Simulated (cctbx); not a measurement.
**LuTiPd: precision against data quality**

Space group Pnma (no. 62), a = 6.8140 Å, b = 4.3020 Å, c = 7.5120 Å, α = 90.00°, β = 90.00°, γ = 90.00°.

```csv
atom,mult.,x,y,z,Ueq (Å²)
Lu1,4,0.9736,3/4,0.6820,0.0098
Pd1,4,0.7219,3/4,0.3807,0.0154
Ti1,4,0.8566,3/4,0.0626,0.0229
```

This is a model crystal, built by substitution and not relaxed, with assumed displacement parameters.

Five simulated data sets (cctbx; Mo Kα, λ = 0.71073 Å; 3 % proportional error) differ in resolution or exposure (noise floor 8 counts in the first three, 8 in the last two). Each is refined with the right model, isotropic at 1.1 Å and anisotropic otherwise. How do the figures of merit and the uncertainties move?

```
d min (Å)  top counts  ⟨I/σ⟩ (unmerged, absences included)  unique  param. (scale apart)   Rint      R1  GooF  largest s.u. xyz (fractional)  s.u. U of Ti1 (Å²)  largest error (Å)
      1.1       20000                                 17.3      97                     9  0.027  0.0123  1.43                        0.00046              0.0009             0.0034
     0.84       20000                                 15.5     219                    18  0.032  0.0110  0.96                        0.00021              0.0007             0.0014
      0.6       20000                                 11.7     590                    18  0.037  0.0144  0.99                        0.00015              0.0004             0.0020
     0.75         300                                  1.2     307                    18  0.400  0.0904  0.95                        0.00249              0.0077             0.0097
     0.75        3000                                  6.1     307                    18  0.076  0.0248  0.95                        0.00048              0.0015             0.0020
```

GooF reaches 1.43 where the model lacks something that the data hold (anisotropy at the isotropic level, for one). The s.u. of U for Ti1 goes 0.0009, 0.0007, 0.0004 Å² with resolution and 0.0077, 0.0015 Å² with exposure.

The 1.1 Å row also differs in its displacement model, so it isn't a clean test of resolution.

Hardware for the 0.6 Å refinement: 0.32 s on 1 thread of Arm Neoverse V2, with other jobs on the host, peak memory 0.09 GiB.

[Logs are printed without paths, hosts, clocks, repeated set-up lines and the standing remarks that a program may print on its own settings, such as how far it seeks lower states.]
